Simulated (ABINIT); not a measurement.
# Cl (Cmce): G0W0 with ABINIT, start to end, part 2 of 3

Wanted: ground state, empty states, screening and self-energy for Cl (Cmce).

ABINIT 10.8.3; PBE and many-body steps on it, plane waves. Known limits of the many-body steps: not at the basis limit; coarse k mesh.

So far. Step 2 (Ground state): The gap is indirect, with the least direct gap 0.06 eV higher.

## 3. Bands along the symmetry lines

Level of this step: DFT, PBE, plane waves, norm-conserving pseudopotentials (ABINIT).

The cheap functional maps the bands first; the places of the edges decide which points the dearer methods must see.

Contents of run.abi:

```
acell 3*1.0 Angstrom
rprim 
  3.145000000000 -2.250000000000 0.000000000000
  3.145000000000 2.250000000000 0.000000000000
  0.000000000000 0.000000000000 8.210000000000
ntypat 1
znucl 17
natom 4
typat 1 1 1 1
xred 
  0.870000000000 0.130000000000 0.100000000000
  0.630000000000 0.370000000000 0.600000000000
  0.130000000000 0.870000000000 0.900000000000
  0.370000000000 0.630000000000 0.400000000000
pp_dirpath "pseudos"
pseudos "Cl.upf"
ecut 25
iscf -2
irdden 1
kptopt 0
nkpt 92
kpt 
  0.00000000 0.00000000 0.00000000
  0.06250000 0.06250000 0.00000000
  0.12500000 0.12500000 0.00000000
  0.18750000 0.18750000 0.00000000
  0.25000000 0.25000000 0.00000000
  0.31250000 0.31250000 0.00000000
  0.37500000 0.37500000 0.00000000
  0.43750000 0.43750000 0.00000000
  0.50000000 0.50000000 0.00000000
  0.48474461 0.51525539 0.00000000
  0.46948923 0.53051077 0.00000000
  0.45423384 0.54576616 0.00000000
  0.43897845 0.56102155 0.00000000
  0.42372307 0.57627693 0.00000000
  0.40846768 0.59153232 0.00000000
  0.39321230 0.60678770 0.00000000
  0.37795691 0.62204309 0.00000000
  -0.37795691 0.37795691 0.00000000
  -0.33071230 0.33071230 0.00000000
  -0.28346768 0.28346768 0.00000000
  -0.23622307 0.23622307 0.00000000
  -0.18897845 0.18897845 0.00000000
  -0.14173384 0.14173384 0.00000000
  -0.09448923 0.09448923 0.00000000
  -0.04724461 0.04724461 0.00000000
  0.00000000 0.00000000 0.00000000
  0.00000000 0.00000000 0.06250000
  0.00000000 0.00000000 0.12500000
  0.00000000 0.00000000 0.18750000
  0.00000000 0.00000000 0.25000000
  0.00000000 0.00000000 0.31250000
  0.00000000 0.00000000 0.37500000
  0.00000000 0.00000000 0.43750000
  0.00000000 0.00000000 0.50000000
  -0.04724461 0.04724461 0.50000000
  -0.09448923 0.09448923 0.50000000
  -0.14173384 0.14173384 0.50000000
  -0.18897845 0.18897845 0.50000000
  -0.23622307 0.23622307 0.50000000
  -0.28346768 0.28346768 0.50000000
  -0.33071230 0.33071230 0.50000000
  -0.37795691 0.37795691 0.50000000
  0.37795691 0.62204309 0.50000000
  0.39321230 0.60678770 0.50000000
  0.40846768 0.59153232 0.50000000
  0.42372307 0.57627693 0.50000000
  0.43897845 0.56102155 0.50000000
  0.45423384 0.54576616 0.50000000
  0.46948923 0.53051077 0.50000000
  0.48474461 0.51525539 0.50000000
  0.50000000 0.50000000 0.50000000
  0.50000000 0.50000000 0.43750000
  0.50000000 0.50000000 0.37500000
  0.50000000 0.50000000 0.31250000
  0.50000000 0.50000000 0.25000000
  0.50000000 0.50000000 0.18750000
  0.50000000 0.50000000 0.12500000
  0.50000000 0.50000000 0.06250000
  0.50000000 0.50000000 0.00000000
  0.00000000 0.00000000 0.00000000
  0.00000000 0.06250000 0.00000000
  0.00000000 0.12500000 0.00000000
  0.00000000 0.18750000 0.00000000
  0.00000000 0.25000000 0.00000000
  0.00000000 0.31250000 0.00000000
  0.00000000 0.37500000 0.00000000
  0.00000000 0.43750000 0.00000000
  0.00000000 0.50000000 0.00000000
  0.00000000 0.50000000 0.06250000
  0.00000000 0.50000000 0.12500000
  0.00000000 0.50000000 0.18750000
  0.00000000 0.50000000 0.25000000
  0.00000000 0.50000000 0.31250000
  0.00000000 0.50000000 0.37500000
  0.00000000 0.50000000 0.43750000
  0.00000000 0.50000000 0.50000000
  0.00000000 0.43750000 0.50000000
  0.00000000 0.37500000 0.50000000
  0.00000000 0.31250000 0.50000000
  0.00000000 0.25000000 0.50000000
  0.00000000 0.18750000 0.50000000
  0.00000000 0.12500000 0.50000000
  0.00000000 0.06250000 0.50000000
  0.00000000 0.00000000 0.50000000
  0.06250000 0.06250000 0.50000000
  0.12500000 0.12500000 0.50000000
  0.18750000 0.18750000 0.50000000
  0.25000000 0.25000000 0.50000000
  0.31250000 0.31250000 0.50000000
  0.37500000 0.37500000 0.50000000
  0.43750000 0.43750000 0.50000000
  0.50000000 0.50000000 0.50000000
istwfk *1
nband 21
nbdbuf 2
tolwfr 1e-08
nstep 40
prtwf 0
prtvol 0
indata_prefix "in"
outdata_prefix "out"
tmpdata_prefix "tmp"
```

Started as:

```sh
OMP_NUM_THREADS=1 mpirun -n 8 abinit run.abi > log
```

Numbers of over 12 decimals in the logs are rounded to 6 here.

The program printed:

```text
.Version 10.8.3 of ABINIT. v10.8.2 released Aug 2026.

 Symmetries : space group Cm c a (# 64); Bravais oC (1-face-center ortho.)
[... echo of the input left out ...]
== DATASET  1 ==================================================================
-   mpi_nproc: 8, omp_nthreads: 1 (-1 if OMP is not activated)

--- !DatasetInfo
iteration_state: {dtset: 1, }
dimensions: {natom: 4, nkpt: 92, mband: 21, nsppol: 1, nspinor: 1, nspden: 1, mpw: 4726, }
cutoff_energies: {ecut:  25.0, pawecutdg:  -1.0, }
electrons: {nelect:   2.80000000E+01, charge:   0.00000000E+00, occopt:   1.00000000E+00, tsmear:   1.00000000E-02, }

 Real(R)+Recip(G) space primitive vectors, cartesian coordinates (Bohr,Bohr^-1):
 R(1)=  5.9431887 -4.2518838  0.0000000  G(1)=  0.0841299 -0.1175949  0.0000000
 R(2)=  5.9431887  4.2518838  0.0000000  G(2)=  0.0841299  0.1175949  0.0000000
 R(3)=  0.0000000  0.0000000 15.5146515  G(3)=  0.0000000  0.0000000  0.0644552
 Unit cell volume ucvol=  7.8410265E+02 bohr^3
 Angles (23,13,12)=  9.00000000E+01  9.00000000E+01  7.11614758E+01 degrees

 getcut: wavevector=  0.0000  0.0000  0.0000  ngfft=  36  36  72
         ecut(hartree)=     25.000   => boxcut(ratio)=   2.06184

--- Pseudopotential description ------------------------------------------------
- Cl Generated using ONCVPSP code by D. R. Hamann
- 17.00000   7.00000  171031                  znucl, zion, pspdat
12 -101130 2 -1 1028                          pspcod,pspxc,lmax,lloc,mmax
     nproj     2     2     2
  pspatm : epsatm=    9.12776517
         --- l  ekb(1:nproj) -->
             0    8.139296    0.698720
             1    3.821713    1.107519
             2   -2.938609   -0.805455
 pspatm: atomic psp has been read  and splines computed

--------------------------------------------------------------------------------

================================================================================
 prteigrs : about to open file out_EIG
 Non-SCF case, kpt    1 (  0.00000  0.00000  0.00000), residuals and eigenvalues=
  9.10E-09  4.36E-09  3.03E-09  2.84E-09  2.33E-09  3.46E-09  6.47E-09  4.11E-09
  2.64E-09  3.58E-09  8.63E-09  6.28E-09  3.92E-09  5.99E-09  2.47E-09  8.22E-09
  9.45E-09  7.05E-09  9.02E-09  1.59E-05  1.13E-05
 -6.4091E-01 -6.3353E-01 -4.9406E-01 -4.7435E-01 -2.2600E-01 -1.9657E-01
 -1.2661E-01 -1.2203E-01 -1.0941E-01 -1.0909E-01 -5.6008E-02 -4.5071E-02
 -3.5652E-02 -3.2335E-02  6.0461E-02  8.1125E-02  2.2390E-01  2.4601E-01
[...]
Non-SCF case, kpt    2 (  0.06250  0.06250  0.00000), residuals and eigenvalues=
  8.20E-09  9.68E-09  3.71E-09  9.17E-09  7.66E-09  2.11E-09  3.67E-09  3.61E-09
[...]
5.04E-09  8.87E-09  9.11E-09  2.42E-05  3.23E-05
[...]
Non-SCF case, kpt    3 (  0.12500  0.12500  0.00000), residuals and eigenvalues=
[...]
2.71E-09  8.35E-09  2.97E-09  8.64E-06  3.91E-04
[...]
Non-SCF case, kpt   91 (  0.43750  0.43750  0.50000), residuals and eigenvalues=
[...]
Non-SCF case, kpt   92 (  0.50000  0.50000  0.50000), residuals and eigenvalues=
[...]
-1.6293E-01 -1.6293E-01 -1.3168E-01 -1.3168E-01 -5.6040E-02 -5.6040E-02
 -4.7061E-02 -4.7061E-02  6.4366E-02  6.4366E-02  2.9807E-01  2.9807E-01
[...]
--- !ResultsGS
iteration_state: {dtset: 1, }
comment   : Summary of ground state results
lattice_vectors:
- [  5.9431887,  -4.2518838,   0.0000000, ]
- [  5.9431887,   4.2518838,   0.0000000, ]
- [  0.0000000,   0.0000000,  15.5146515, ]
lattice_lengths: [   7.30753,    7.30753,   15.51465, ]
lattice_angles: [ 90.000,  90.000,  71.161, ] # degrees, (23, 13, 12)
lattice_volume:   7.8410265E+02
convergence: {deltae:  0.000E+00, res2:  0.000E+00, residm:  9.980E-09, diffor:  0.000E+00, }
etotal    :  -6.55896272E+01
entropy   :   0.00000000E+00
fermie    :  -3.02756789E-02
cartesian_stress_tensor: null
pressure_GPa: null
xred      :
- [  8.7000E-01,   1.3000E-01,   1.0000E-01, Cl]
- [  6.3000E-01,   3.7000E-01,   6.0000E-01, Cl]
- [  1.3000E-01,   8.7000E-01,   9.0000E-01, Cl]
- [  3.7000E-01,   6.3000E-01,   4.0000E-01, Cl]
cartesian_forces: null
force_length_stats: {min: null, max: null, mean: null, }

 Integrated electronic density in atomic spheres:
 ------------------------------------------------
 Atom  Sphere_radius  Integrated_density
[...]
================================================================================

 ----iterations are completed or convergence reached----

 Mean square residual over all n,k,spin=   54.933E-10; max=  99.800E-10
 reduced coordinates (array xred) for    4 atoms
[...]
0.130000000000      0.870000000000      0.900000000000
       0.370000000000      0.630000000000      0.400000000000

 cartesian coordinates (angstrom) at end:
    1      3.145000    -1.665000     0.821000
    2      3.145000    -0.585000     4.926000
    3      3.145000     1.665000     7.389000
    4      3.145000     0.585000     3.284000
 length scales=  1.889726125908  1.889726125908  1.889726125908 bohr
              =  1.000000000000  1.000000000000  1.000000000000 angstroms
 prteigrs : about to open file out_EIG
 Eigenvalues (hartree) for nkpt=  92  k points:
 kpt#   1, nband= 21, wtk=  1.00000, kpt=  0.0000  0.0000  0.0000 (reduced coord)
[...]
kpt#   2, nband= 21, wtk=  1.00000, kpt=  0.0625  0.0625  0.0000 (reduced coord)
[...]
kpt#   3, nband= 21, wtk=  1.00000, kpt=  0.1250  0.1250  0.0000 (reduced coord)
[...]
kpt#  91, nband= 21, wtk=  1.00000, kpt=  0.4375  0.4375  0.5000 (reduced coord)
[...]
0.29925    0.29925    0.33074    0.33075    0.34904
 kpt#  92, nband= 21, wtk=  1.00000, kpt=  0.5000  0.5000  0.5000 (reduced coord)
  -0.62997   -0.62997   -0.48167   -0.48167   -0.21248   -0.21248   -0.16293   -0.16293
  -0.13168   -0.13168   -0.05604   -0.05604   -0.04706   -0.04706    0.06437    0.06437
   0.29807    0.29807    0.33103    0.33104    0.34782

== END DATASET(S) ==============================================================
================================================================================

 -outvars: echo values of variables after computation  --------
            nband          21
             nkpt          92
          spgroup          64
 [... the other variables as echoed above ...]

 Calculation completed.
```

Wall time 17 s (8 MPI ranks of Arm Neoverse V2, shared host); peak memory 0.63 GiB.

Numbers from this step:

```yaml
gap: 2.457 eV
k_of_the_valence_top: 0.5, 0.5, 0
k_of_the_conduction_bottom: -0.0945, 0.0945, 0
least_direct_gap: 2.515 eV
```

The gap is 2.457 eV, −0.012 eV from the run before at this level.

Electronic bands along the path, in eV, zero at the top of the highest filled band:

```csv
point,band 11,band 12,band 13,band 14,band 15,band 16,band 17,band 18
Γ,-0.70,-0.40,-0.15,-0.06,2.47,3.03,6.92,7.52
halfway,-0.71,-0.45,-0.37,-0.07,2.55,2.88,8.41,8.55
Y,-0.96,-0.89,-0.36,0.00,2.55,2.74,8.58,8.67
halfway,-0.93,-0.81,-0.31,0.00,2.55,2.75,8.37,8.91
F0,-0.84,-0.66,-0.21,-0.01,2.60,2.78,8.52,9.16
jump to Δ0,-0.84,-0.66,-0.21,-0.01,2.60,2.78,8.52,9.16
halfway,-0.40,-0.30,-0.24,-0.05,2.64,2.98,8.22,8.70
Γ,-0.70,-0.40,-0.15,-0.06,2.47,3.03,6.92,7.52
halfway,-0.70,-0.49,-0.13,-0.07,2.51,2.91,7.11,7.57
Z,-0.64,-0.64,-0.10,-0.10,2.67,2.67,7.46,7.46
halfway,-0.22,-0.22,-0.14,-0.14,2.77,2.77,8.31,8.31
B0,-0.41,-0.41,-0.40,-0.40,2.68,2.68,9.21,9.21
jump to G0,-0.41,-0.41,-0.40,-0.40,2.68,2.68,9.21,9.21
halfway,-0.61,-0.61,-0.44,-0.44,2.61,2.61,8.99,8.99
T,-0.70,-0.70,-0.46,-0.46,2.58,2.58,8.93,8.93
halfway,-0.85,-0.80,-0.47,-0.13,2.54,2.68,8.67,8.79
Y,-0.96,-0.89,-0.36,0.00,2.55,2.74,8.58,8.67
jump to Γ,-0.70,-0.40,-0.15,-0.06,2.47,3.03,6.92,7.52
halfway,-0.42,-0.30,-0.25,-0.15,2.54,2.97,7.90,8.17
S,-0.51,-0.51,-0.15,-0.15,2.85,2.85,8.30,8.30
halfway,-0.46,-0.46,-0.09,-0.09,2.80,2.80,8.40,8.40
R,-0.43,-0.43,0.00,0.00,2.75,2.75,8.52,8.52
halfway,-0.39,-0.39,-0.16,-0.16,2.75,2.75,8.05,8.05
Z,-0.64,-0.64,-0.10,-0.10,2.67,2.67,7.46,7.46
halfway,-0.71,-0.71,-0.18,-0.18,2.66,2.66,8.76,8.76
T,-0.70,-0.70,-0.46,-0.46,2.58,2.58,8.93,8.93
```

## 4. Empty states on the mesh, 4×4×2 mesh, 111 bands

The sums over transitions need many empty states on a uniform mesh; this step solves for them.

Contents of run.abi:

```
acell 3*1.0 Angstrom
rprim 
  3.145000000000 -2.250000000000 0.000000000000
  3.145000000000 2.250000000000 0.000000000000
  0.000000000000 0.000000000000 8.210000000000
ntypat 1
znucl 17
natom 4
typat 1 1 1 1
xred 
  0.870000000000 0.130000000000 0.100000000000
  0.630000000000 0.370000000000 0.600000000000
  0.130000000000 0.870000000000 0.900000000000
  0.370000000000 0.630000000000 0.400000000000
pp_dirpath "pseudos"
pseudos "Cl.upf"
ecut 25
ngkpt 4 4 2
nshiftk 1
shiftk 0 0 0
kptopt 1
chksymbreak 0
iscf -2
irdden 1
istwfk *1
nband 111
nbdbuf 10
tolwfr 1e-09
nstep 60
prtvol 0
indata_prefix "in"
outdata_prefix "out"
tmpdata_prefix "tmp"
```

The program printed:

```text
.Version 10.8.3 of ABINIT. v10.8.2 released Aug 2026.

 Symmetries : space group Cm c a (# 64); Bravais oC (1-face-center ortho.)
[... echo of the input left out ...]
== DATASET  1 ==================================================================
-   mpi_nproc: 8, omp_nthreads: 1 (-1 if OMP is not activated)

--- !DatasetInfo
iteration_state: {dtset: 1, }
dimensions: {natom: 4, nkpt: 14, mband: 111, nsppol: 1, nspinor: 1, nspden: 1, mpw: 4726, }
cutoff_energies: {ecut:  25.0, pawecutdg:  -1.0, }
electrons: {nelect:   2.80000000E+01, charge:   0.00000000E+00, occopt:   1.00000000E+00, tsmear:   1.00000000E-02, }

 Real(R)+Recip(G) space primitive vectors, cartesian coordinates (Bohr,Bohr^-1):
 R(1)=  5.9431887 -4.2518838  0.0000000  G(1)=  0.0841299 -0.1175949  0.0000000
 R(2)=  5.9431887  4.2518838  0.0000000  G(2)=  0.0841299  0.1175949  0.0000000
 R(3)=  0.0000000  0.0000000 15.5146515  G(3)=  0.0000000  0.0000000  0.0644552
 Unit cell volume ucvol=  7.8410265E+02 bohr^3
 Angles (23,13,12)=  9.00000000E+01  9.00000000E+01  7.11614758E+01 degrees

 getcut: wavevector=  0.0000  0.0000  0.0000  ngfft=  36  36  72
         ecut(hartree)=     25.000   => boxcut(ratio)=   2.06184

--- Pseudopotential description ------------------------------------------------
- Cl Generated using ONCVPSP code by D. R. Hamann
- 17.00000   7.00000  171031                  znucl, zion, pspdat
12 -101130 2 -1 1028                          pspcod,pspxc,lmax,lloc,mmax
     nproj     2     2     2
  pspatm : epsatm=    9.12776517
         --- l  ekb(1:nproj) -->
             0    8.139296    0.698720
             1    3.821713    1.107519
             2   -2.938609   -0.805455
 pspatm: atomic psp has been read  and splines computed

--------------------------------------------------------------------------------

================================================================================
 prteigrs : about to open file out_EIG
 Non-SCF case, kpt    1 (  0.00000  0.00000  0.00000), residuals and eigenvalues=
  9.51E-11  2.00E-10  1.90E-10  1.32E-10  2.30E-10  2.26E-10  2.02E-10  3.20E-10
  1.86E-10  2.96E-10  2.16E-10  2.88E-10  4.43E-10  2.40E-10  3.89E-10  4.08E-10
  3.17E-11  1.21E-10  6.69E-11  1.24E-10  9.34E-11  5.35E-10  2.16E-10  1.89E-10
[...]
1.62E-08  1.27E-08  4.82E-07  4.48E-07  6.42E-06  6.97E-06  2.20E-04
 -6.4091E-01 -6.3353E-01 -4.9406E-01 -4.7435E-01 -2.2600E-01 -1.9657E-01
 -1.2661E-01 -1.2203E-01 -1.0941E-01 -1.0909E-01 -5.6008E-02 -4.5071E-02
 -3.5652E-02 -3.2335E-02  6.0461E-02  8.1125E-02  2.2390E-01  2.4601E-01
[...]
1.5890E+00  1.5900E+00  1.5990E+00  1.5992E+00  1.6004E+00  1.6006E+00
  1.6368E+00  1.6396E+00  1.6431E+00  1.6524E+00  1.6789E+00  1.6837E+00
[...]
prteigrs : prtvol=0 or 1, do not print more k-points.

--- !ResultsGS
iteration_state: {dtset: 1, }
comment   : Summary of ground state results
lattice_vectors:
- [  5.9431887,  -4.2518838,   0.0000000, ]
- [  5.9431887,   4.2518838,   0.0000000, ]
- [  0.0000000,   0.0000000,  15.5146515, ]
lattice_lengths: [   7.30753,    7.30753,   15.51465, ]
lattice_angles: [ 90.000,  90.000,  71.161, ] # degrees, (23, 13, 12)
lattice_volume:   7.8410265E+02
convergence: {deltae:  0.000E+00, res2:  0.000E+00, residm:  9.948E-10, diffor:  0.000E+00, }
etotal    :  -6.55896272E+01
entropy   :   0.00000000E+00
fermie    :  -3.02756789E-02
cartesian_stress_tensor: null
pressure_GPa: null
xred      :
- [  8.7000E-01,   1.3000E-01,   1.0000E-01, Cl]
- [  6.3000E-01,   3.7000E-01,   6.0000E-01, Cl]
- [  1.3000E-01,   8.7000E-01,   9.0000E-01, Cl]
- [  3.7000E-01,   6.3000E-01,   4.0000E-01, Cl]
cartesian_forces: null
force_length_stats: {min: null, max: null, mean: null, }

 Integrated electronic density in atomic spheres:
 ------------------------------------------------
 Atom  Sphere_radius  Integrated_density
[...]
================================================================================

 ----iterations are completed or convergence reached----

 Mean square residual over all n,k,spin=   39.577E-11; max=  99.478E-11
 reduced coordinates (array xred) for    4 atoms
[...]
0.130000000000      0.870000000000      0.900000000000
       0.370000000000      0.630000000000      0.400000000000

 cartesian coordinates (angstrom) at end:
    1      3.145000    -1.665000     0.821000
    2      3.145000    -0.585000     4.926000
    3      3.145000     1.665000     7.389000
    4      3.145000     0.585000     3.284000
 length scales=  1.889726125908  1.889726125908  1.889726125908 bohr
              =  1.000000000000  1.000000000000  1.000000000000 angstroms
 prteigrs : about to open file out_EIG
 Eigenvalues (hartree) for nkpt=  14  k points:
 kpt#   1, nband=111, wtk=  0.03125, kpt=  0.0000  0.0000  0.0000 (reduced coord)
[...]
1.48100    1.53866    1.54060    1.54433    1.55707    1.56311    1.56991    1.57106
   1.58904    1.58996    1.59901    1.59923    1.60042    1.60063    1.63677    1.63964
   1.64306    1.65242    1.67894    1.68372    1.70064    1.70793    1.71910
 prteigrs : prtvol=0 or 1, do not print more k-points.

== END DATASET(S) ==============================================================
================================================================================

 -outvars: echo values of variables after computation  --------
            nband         111
             nkpt          14
          spgroup          64
 [... the other variables as echoed above ...]

 Calculation completed.
```

It took 24 s on 8 MPI ranks; peak memory 0.65 GiB; 3.2 min of CPU time.

Numbers from this step:

* gap: 2.469 eV
* k of the valence top: 0.5, 0.5, 0
* k of the conduction bottom: 0, 0, 0
* least direct gap: 2.525 eV
* k points computed: 14
* lowest point of the top converged band, above the valence top: 43.76 eV

On this mesh the gap is 2.469 eV.

(Continued in part 3 of 3.)

[Paths, hosts, dates, memory and timing lines, banners, echoed tables and standing remarks are left out of the program output.]

[Logs are printed without paths, hosts, clocks, repeated set-up lines and the standing remarks that a program may print on its own settings, such as how far it seeks lower states.]

[Runs of the session that timed out or met a known fault of the program may be left out.]

[Hosts, paths, dates, database ids (printed as entryN), source tags and the programs' standing remarks are cut or masked in the printed files.]

[G0W0 gaps are taken among the corrected bands and points alone; a level outside them can change the order at an edge.]

[Where Ansatz stands beside ABINIT at settings called matched, ABINIT's density can come from a denser mesh and the files from another edition; pairs whose starting gaps differed by over 0.03 eV were left out, so agreement reads better than it is.]
